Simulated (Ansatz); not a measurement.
**LaScSe3 (model cell, started as cubic perovskite with Sc in the octahedra): phonons and vibrational spectra**

Aim: the phonons of LaScSe3 (model cell, started as cubic perovskite with Sc in the octahedra) at a cell relaxed beforehand at this level. After the zone centre comes a 2×2×2 q mesh on a 8×8×8 k mesh.

Program: Ansatz 0.2.0. Level of theory: DFT PBE, scalar-relativistic, plane waves, PAW; PAW set soft_1. Results are calculated unless marked as measured.

The structure was built from a prototype and need not be the compound's stable phase.

## 1. The starting structure

The structure is cubic, space group Pm-3m (No. 221). Conventional cell: a = 5.117 Å, b = 5.117 Å, c = 5.117 Å, α = 90.00°, β = 90.00°, γ = 90.00°. Nearest to La lie 12 Se at 3.62 Å. Nearest to Sc lie 6 Se at 2.56 Å. Nearest to Se lie 2 Sc at 2.56 Å and 4 La at 3.62 Å. Farther neighbours and most contacts between anions are not listed.

## 2. Modes at Γ

The cell comes from relaxations at this level that are not shown. The zone centre comes first: it holds the modes that light can see, as far as symmetry allows. The response to a homogeneous field gives the Born charges and the dielectric tensor.

Contents of input.yaml:

```yaml
crystal:
  lattice:
    - [5.1171789167, 0.0, 0.0]
    - [0.0, 5.1171789167, 0.0]
    - [0.0, 0.0, 5.1171789167]
  atoms:
    - { symbol: La, position: [0.0, 0.0, 0.0] }
    - { symbol: Sc, position: [0.5, 0.5, 0.5] }
    - { symbol: Se, position: [0.5, 0.5, 0.0] }
    - { symbol: Se, position: [0.5, 0.0, 0.5] }
    - { symbol: Se, position: [0.0, 0.5, 0.5] }
kpoints:
  mp_grid: { grid: [8, 8, 8] }
hamiltonian:
  xc: pbe
  pseudopotentials: { kind: paw, azcp: { folder: soft_1 } }
scf:
  occupations: { method: fixed }
output:
  eigenvalues: true
phonons:
  method: dfpt
  dielectric: true
  rigid_motions: translations
```

Launch:

```
$ ansatz run input.yaml --threads 4 --pin off --max-ram 16384MiB --backend cpu --events-out ev --progress --plain --runs-dir out
```

Numbers of over 12 decimals in the logs are rounded to 6 here.

The program printed:

```text
Engine: ansatz 0.2.0, aarch64-unknown-linux-gnu
Pseudopotentials: kind: paw
Pseudopotential: La, paw, valence charge 11, recommended cutoff 420 eV (normal), soft_1/La.paw.azcp
Pseudopotential: Sc, paw, valence charge 11, recommended cutoff 420 eV (normal), soft_1/Sc.paw.azcp
Pseudopotential: Se, paw, valence charge 16, recommended cutoff 420 eV (normal), soft_1/Se.paw.azcp
Functional definition: PBE
  parameter kappa = 0.804
  parameter beta = 0.066725
  exchange = pbe_x(kappa = kappa, mu = beta*pi^2/3)
  correlation = pbe_c(beta = beta)
Crystal: 5 atoms, lattice volume = 133.996 Å³
Basis set: ecut = 420 eV, 2601 PW (Γ), exchange–correlation on 72×72×72 points (8 copies of the dense FFT grid, shifted against one another)
Bands: 42, of which v1, the nominal top of the filled ones, is band 35 counted from 1 (34 counted from 0)
Symmetry: 48 space group operations
k-points: 170 of 512 (irreducible under 2 space group operations, time reversal used)
Non-local potential: La, projectors of the file, l = 0: 3, l = 1: 2, l = 2: 2, l = 3: 3
Non-local potential: Sc, projectors of the file, l = 0: 3, l = 1: 2, l = 2: 3, l = 3: 1
Non-local potential: Se, projectors of the file, l = 0: 2, l = 1: 2, l = 2: 3, l = 3: 1
PAW form: soft (Blöchl's): semilocal exchange-correlation on the pseudo side does not see the compensation charge
PAW one-centre angular grid: La, 590 points (default); XC on 64 Gauss nodes
PAW one-centre angular grid: Sc, 590 points (default); XC on 64 Gauss nodes
PAW one-centre angular grid: Se, 590 points (default); XC on 64 Gauss nodes
Initial density: superposition of atomic densities (chi_scale 0.1, normalization cell, long waves kept (reshape's long-wave potential 0.00 eV rms))
Initial wavefunctions: pseudopotential atomic-orbital guess
Functional: x = pbe(κ = 0.804, μ = 0.219515), c = pbe(β = 0.066725)
SCF iter   1: F=—  HF=-24803.491443 eV  |F-HF|=—  |Δ(HF+E_count)|=         —  Δρ=1.24e-1  dr2=3.48e1  ethr=3.10e-3  ⟨swp⟩=2.9  Hψ=19308  notcnv=0  defer=433
preconditioner: auto → Resta (q_TF=auto, 2.448 Å⁻¹)  ε∞=20.9  [insulator: Δε(μ)=0.000 eV  Ē_g=3.526 eV  n_scr=26 (ndim 8)  ℏωp=15.7 eV  f_vac=0.000  ε∞_Penn≈20.9]
SCF iter   2: F=—  HF=-24803.000489 eV  |F-HF|=—  |Δ(HF+E_count)|=   4.91e-1  Δρ=5.36e-2  dr2=4.72e0  ethr=3.10e-3  ⟨swp⟩=4.9  Hψ=19493  notcnv=0  defer=579
SCF iter   3: F=—  HF=-24801.861787 eV  |F-HF|=—  |Δ(HF+E_count)|=    1.14e0  Δρ=3.68e-2  dr2=2.35e0  ethr=3.10e-3  ⟨swp⟩=3.1  Hψ=11748  notcnv=0  defer=632
SCF iter   4: F=—  HF=-24801.039468 eV  |F-HF|=—  |Δ(HF+E_count)|=   8.22e-1  Δρ=8.11e-3  dr2=1.05e-1  ethr=3.10e-3  ⟨swp⟩=3.5  Hψ=17338  notcnv=0  defer=142
SCF iter   5: F=—  HF=-24801.017547 eV  |F-HF|=—  |Δ(HF+E_count)|=   2.19e-2  Δρ=4.31e-3  dr2=3.43e-2  ethr=1.50e-4  ⟨swp⟩=3.1  Hψ=14636  notcnv=0  defer=741
SCF iter   6: F=—  HF=-24801.012606 eV  |F-HF|=—  |Δ(HF+E_count)|=   4.94e-3  Δρ=9.47e-4  dr2=3.98e-3  ethr=4.89e-5  ⟨swp⟩=3.7  Hψ=12299  notcnv=0  defer=827
SCF iter   7: F=—  HF=-24801.012201 eV  |F-HF|=—  |Δ(HF+E_count)|=   4.05e-4  Δρ=3.99e-4  dr2=5.92e-4  ethr=5.69e-6  ⟨swp⟩=2.5  Hψ=12671  notcnv=0  defer=839
SCF iter   8: F=—  HF=-24801.012330 eV  |F-HF|=—  |Δ(HF+E_count)|=   1.29e-4  Δρ=4.61e-4  dr2=3.92e-4  ethr=8.46e-7  ⟨swp⟩=2.7  Hψ=13509  notcnv=0  defer=775
SCF iter   9: F=—  HF=-24801.012258 eV  |F-HF|=—  |Δ(HF+E_count)|=   7.16e-5  Δρ=5.27e-5  dr2=6.42e-6  ethr=5.61e-7  ⟨swp⟩=2.6  Hψ=10969  notcnv=0  defer=773
SCF iter  10: F=—  HF=-24801.012262 eV  |F-HF|=—  |Δ(HF+E_count)|=   3.89e-6  Δρ=1.32e-5  dr2=3.91e-7  ethr=9.17e-9  ⟨swp⟩=2.0  Hψ=8760  notcnv=0  defer=542
SCF iter  11: F=—  HF=-24801.012262 eV  |F-HF|=—  |Δ(HF+E_count)|=   2.06e-7  Δρ=8.09e-6  dr2=1.87e-7  ethr=5.59e-10  ⟨swp⟩=2.0  Hψ=10537  notcnv=0  defer=469
SCF iter  12: F=—  HF=-24801.012262 eV  |F-HF|=—  |Δ(HF+E_count)|=   2.74e-8  Δρ=7.81e-7  dr2=8.59e-10  ethr=2.68e-10  ⟨swp⟩=2.1  Hψ=9676  notcnv=0  defer=511
SCF iter  13: F=—  HF=-24801.012262 eV  |F-HF|=—  |Δ(HF+E_count)|=  3.71e-10  Δρ=2.66e-7  dr2=1.10e-10  ethr=1.00e-12  ⟨swp⟩=10.8  Hψ=47275  notcnv=0
SCF iter  14: F=-24801.012262 eV  HF=-24801.012262 eV  |F-HF|=3.64e-12  |Δ(HF+E_count)|=  7.28e-12  Δρ=4.64e-8  dr2=2.89e-12  ethr=1.00e-12  ⟨swp⟩=6.2  Hψ=32898  notcnv=0
SCF 1 converged in 14 iterations: F = -24801.012262 eV  dr2 = 2.89e-12
  greatest PAW one-centre occupation: 1.000 electrons in one spin orbital (limit 2), on the Se atom at site 2 (counted from 0), in its partial waves of l = 2
DFPT response loops at Γ: preconditioner auto → Resta (q_TF=auto, 2.448 Å⁻¹)  ε∞=8.8 (no band partly filled); β = 1.00, the filter's whole step (`scf.mixing.beta` (0.50) is not read by the response loops at its default; to damp them type it under 1.00, their step now; it binds the ground state too); Broyden in place of MSR1
── the response to a field inside a basis, on 8×8×8 k-points: an SCF that follows is theirs, and a resumed run solves both again ──
Bands: 36, of which v1, the nominal top of the filled ones, is band 35 counted from 1 (34 counted from 0)
k-points: 20 of 512
Initial density: handed on by an earlier stage of this run
Initial wavefunctions: pseudopotential atomic-orbital guess (no wavefunctions were taken with the density)
Eigensolver: Dense (20 Hₖ)
SCF iter   1: F=—  HF=-24800.935733 eV  |F-HF|=—  |Δ(HF+E_count)|=         —  Δρ=1.73e-4  dr2=1.69e-5  ethr=1.00e-1
preconditioner: auto → Resta (q_TF=auto, 2.448 Å⁻¹)  ε∞=5.6  [insulator: Δε(μ)=0.898 eV  Ē_g=8.199 eV  n_scr=26 (ndim 8)  ℏωp=17.6 eV  f_vac=0.004  ε∞_Penn≈5.6]
SCF iter   2: F=—  HF=-24800.935747 eV  |F-HF|=—  |Δ(HF+E_count)|=   1.47e-5  Δρ=9.62e-5  dr2=3.67e-6  ethr=2.41e-8
SCF iter   3: F=—  HF=-24800.935754 eV  |F-HF|=—  |Δ(HF+E_count)|=   6.78e-6  Δρ=2.83e-5  dr2=1.40e-6  ethr=5.25e-9
SCF iter   4: F=-24800.935754 eV  HF=-24800.935754 eV  |F-HF|=3.07e-8  |Δ(HF+E_count)|=   1.22e-7  Δρ=6.01e-6  dr2=3.79e-8  ethr=2.01e-9
SCF 1 converged in 4 iterations: F = -24800.935754 eV  dr2 = 3.79e-8
DFPT response loops at Γ: preconditioner auto → Resta (q_TF=auto, 2.448 Å⁻¹)  ε∞=8.2 (no band partly filled); β = 1.00, the filter's whole step (`scf.mixing.beta` (0.50) is not read by the response loops at its default; to damp them type it under 1.00, their step now; it binds the ground state too); Broyden in place of MSR1
SCF converged after 14 iterations
Free energy (F): -24801.012262 eV
Harris-Foulkes:  -24801.012262 eV  (|F-HF|=3.64e-12)
Internal energy: -24801.012262 eV  (E = F + TS)
E sigma→0 (E₀):  -24801.012262 eV
Fermi energy:    8.930924 eV
--- Per-component energies (eV) ---
  E_band       = -1329.429311
  E_kinetic    = 723.055347
  E_local      = -9786.503623  (includes V_loc(G=0)·N_el)
  E_nonlocal   = -832.524465
  E_hartree    = 4950.205357
  E_xc         = -484.474621
  E_vxc        = -522.298563  (∫ρ·V_xc dr)
  E_paw        = -12798.801412  (= ΣΔE_a)
  E_vpaw       = -811.567567  (= ΣTr[D̂ρ^β])
  E_aug_tail   = -0.001086  (compensation charges beyond the density's cutoff)
  E_ewald      = -6571.967760
  E_smearing   = -0.000000  (= −TS)
  E_closure    = 0.000000  (closes the sum)
  Σ components = -24801.012262   (vs F -24801.012262, Δ=0.00e0)
--- Band table (eV; the first three rows and the last of 170) ---
  k-point 0: bands = [... 31 lower, 7.6254, 8.8314, 8.8314, 8.8314, 9.7128, 9.7128, 9.7128, 9.8221, ... 3 higher]
  k-point 1: bands = [... 31 lower, 7.4355, 8.3301, 8.6935, 8.6935, 9.7173, 9.8182, 9.8395, 9.8432, ... 3 higher]
  k-point 2: bands = [... 31 lower, 7.0617, 7.4093, 8.4848, 8.4848, 9.7228, 9.8107, 9.8454, 9.8622, ... 3 higher]
  k-point 169: bands = [... 31 lower, 6.3458, 8.9309, 8.9309, 8.9309, 9.8371, 9.8371, 9.8371, 9.9143, ... 3 higher]
--- Phonons (Γ-DFPT): 4 representative perturbations + reference, on 170 of 512 k-points (Σ response iterations 14) ---
  k mesh reduced under 2 symmetry operations, with k and −k counted as one. Each operation leaves every solved perturbation unchanged. A smaller set is not considered because the run solves the response to a homogeneous field
  ASR residual: 3.769e-5 → 0.000e0 eV/Å²; symmetrization residual: 3.320e-5 eV/Å²
  ASR residual per site (eV/Å²): 2.17e-5 2.31e-5 3.77e-5 3.77e-5 3.77e-5
  Γ frequencies (cm⁻¹): -91.88 -91.88 -91.88 -82.43 -82.43 -82.43 0.00 0.00 0.00 56.47 56.47 56.47 296.86 296.86 296.86
  ε∞ (high-frequency dielectric tensor):
       13.549430     0.000000     0.000000
        0.000000    13.549430     0.000000
        0.000000     0.000000    13.549430
  softest optical mode at Γ: -91.88 cm⁻¹; the repairs (sum rule, projections) moved no ω² at Γ by more than (1.78 cm⁻¹)²
  Born effective charges Z* (e; rows j = field, columns β = displacement):
    site 0:
         5.61168    0.00000    0.00000
        -0.00000    5.61168    0.00000
        -0.00000    0.00000    5.61168
    site 1:
         5.25178    0.00000    0.00000
        -0.00000    5.25178    0.00000
         0.00000    0.00000    5.25178
    site 2:
        -3.16439    0.00000    0.00000
        -0.00000   -3.16439    0.00000
         0.00000    0.00000   -4.53468
    site 3:
        -3.16439    0.00000    0.00000
         0.00000   -4.53468    0.00000
        -0.00000    0.00000   -3.16439
    site 4:
        -4.53468   -0.00000    0.00000
        -0.00000   -3.16439    0.00000
         0.00000    0.00000   -3.16439
  Z* charge neutrality: 3.833e-3 e pre-enforcement
  solved inside a basis spanned on kpoints, on 8×8×8 k-points, its susceptibility summed on 12×12×12: ε∞ is read to err by 6.3e-2, Z* by 4.3e-2 e (field_mesh: kpoints solves on kpoints); Z* is corrected for what the basis lacks
  optical modes at Γ without the LO–TO term, one row a degenerate level:
      ω (cm⁻¹)  modes    IR ((D/Å)²/amu)
        -91.88      3            36.5966
        -82.43      3             0.0000
         56.47      3             8.2831
        296.86      3            48.8485
  optical modes at Γ + LO–TO along q̂ = [1.0000, 0.0000, 0.0000]:
      ω (cm⁻¹)  modes    IR ((D/Å)²/amu)
        -91.88      2            24.3977
        -82.43      3             0.0000
        -33.79      1             1.9159
         56.47      2             5.5221
        100.37      1             7.5089
        296.86      2            32.5657
        332.63      1            21.8179
  optical modes at Γ + LO–TO along q̂ = [0.0000, 1.0000, 0.0000]:
      ω (cm⁻¹)  modes    IR ((D/Å)²/amu)
        -91.88      2            24.3977
        -82.43      3             0.0000
        -33.79      1             1.9159
         56.47      2             5.5221
        100.37      1             7.5089
        296.86      2            32.5657
        332.63      1            21.8179
  optical modes at Γ + LO–TO along q̂ = [0.0000, 0.0000, 1.0000]:
      ω (cm⁻¹)  modes    IR ((D/Å)²/amu)
        -91.88      2            24.3977
        -82.43      3             0.0000
        -33.79      1             1.9159
         56.47      2             5.5221
        100.37      1             7.5089
        296.86      2            32.5657
        332.63      1            21.8179
```

Elapsed: 4.1 min, on 4 threads of Arm Neoverse V1, shared host; peak memory 4.1 GiB; 16 min of CPU time.

The column dr2 measures how far the density is from self-consistency, as an energy; F and HF (Harris–Foulkes) agree once it is small.

This step gave:

```yaml
gap_on_the_k_mesh: 0.7819 eV
volume_per_atom: 26.80 Å³
sum_rule_residual_before_enforcement: 3.77e-5 eV/Å²
miss_of_the_charge_sum_rule: 0.003833 e
estimated_error_of_the_dielectric_tensor: 0.06342
estimated_error_of_the_born_charges: 0.04292 e
point_group: m-3m
highest_optical_mode_at_the_zone_centre_no_lo_to_term: 296.9 cm⁻¹
lowest_optical_zone_centre_mode: -91.88 cm⁻¹
mean_high_frequency_dielectric_constant: 13.55
largest_born_charge_third_of_the_trace: 5.612 e
top_of_the_zone_centre_spectrum_with_the_field: 332.6 cm⁻¹
```

Without the LO-TO term. Patterns of degenerate modes are one choice out of their space. The modes at Γ (shares of kinetic energy by element, %) (negative means imaginary):

```csv
mode,frequency (cm⁻¹),symmetry,La %,Sc %,Se %
1,-91.9,T1u,60,0,40
2,-91.9,T1u,60,0,40
3,-91.9,T1u,60,0,40
4,-82.4,T2u,0,0,100
5,-82.4,T2u,0,0,100
6,-82.4,T2u,0,0,100
7,0.0,acoustic,33,11,56
8,0.0,acoustic,33,11,56
9,0.0,acoustic,33,11,56
10,56.5,T1u,7,43,50
11,56.5,T1u,7,43,50
12,56.5,T1u,7,43,50
13,296.9,T1u,0,47,53
14,296.9,T1u,0,47,53
15,296.9,T1u,0,47,53
```

Displacements in mode 3 (-91.9 cm⁻¹), the largest set to 1:
```
La1  0.00 -0.29  1.00
Sc2  0.00  0.01 -0.05
Se3  0.00  0.22 -0.21
Se4  0.00  0.06 -0.76
Se5  0.00  0.22 -0.76
```

Displacements in mode 11 (56.5 cm⁻¹), the largest set to 1:
```
La1  0.00 -0.02 -0.24
Sc2  0.00  0.09  1.00
Se3  0.00 -0.03  0.61
Se4  0.00  0.05 -0.38
Se5  0.00 -0.03 -0.38
```

Optical modes at the zone centre, without and with the macroscopic field of the longitudinal modes; each column is sorted by frequency, so a row need not hold one and the same mode. Modes with and without the field, by row:

```
rank among optical modes  no field (cm⁻¹)  q along (1, 0, 0) (cm⁻¹)
                       1            -91.9                     -91.9
                       2            -91.9                     -91.9
                       3            -91.9                     -82.4
                       4            -82.4                     -82.4
                       5            -82.4                     -82.4
                       6            -82.4                     -33.8
                       7             56.5                      56.5
                       8             56.5                      56.5
                       9             56.5                     100.4
                      10            296.9                     296.9
                      11            296.9                     296.9
                      12            296.9                     332.6
```

Born charge (rows field, columns displacement) (e), principal values of the symmetric part by kind of site:

```csv
atom,atoms with these values,low,middle,high,mean
La1,1,5.61,5.61,5.61,5.61
Sc2,1,5.25,5.25,5.25,5.25
Se3,3,-4.53,-3.16,-3.16,-3.62
```

In full for Sc2:

```
5.25 0.00 0.00
0.00 5.25 0.00
0.00 0.00 5.25
```

High-frequency dielectric tensor:

```
13.55  0.00  0.00
 0.00 13.55  0.00
 0.00  0.00 13.55
```

Transverse modes; imaginary modes are left out. Lines of the infrared spectrum (strongest = 100):

```csv
position (cm⁻¹),label,relative intensity
56,T1u,17
297,T1u,100
```

Before it was imposed, the acoustic sum rule was missed by 3.8e-5 eV/Å² and the charge sum rule by 0.0038 e. Small misses are needed for a sound result but don't prove that mesh and cutoff are converged. The lowest optical mode is imaginary, 91.9i cm⁻¹, so the energy falls along it.

(Continued in part 2 of 2.)

[Logs are printed without paths, hosts, clocks, repeated set-up lines and the standing remarks that a program may print on its own settings, such as how far it seeks lower states.]

[Hosts, paths, dates, database ids (printed as entryN), source tags and the programs' standing remarks are cut or masked in the printed files.]
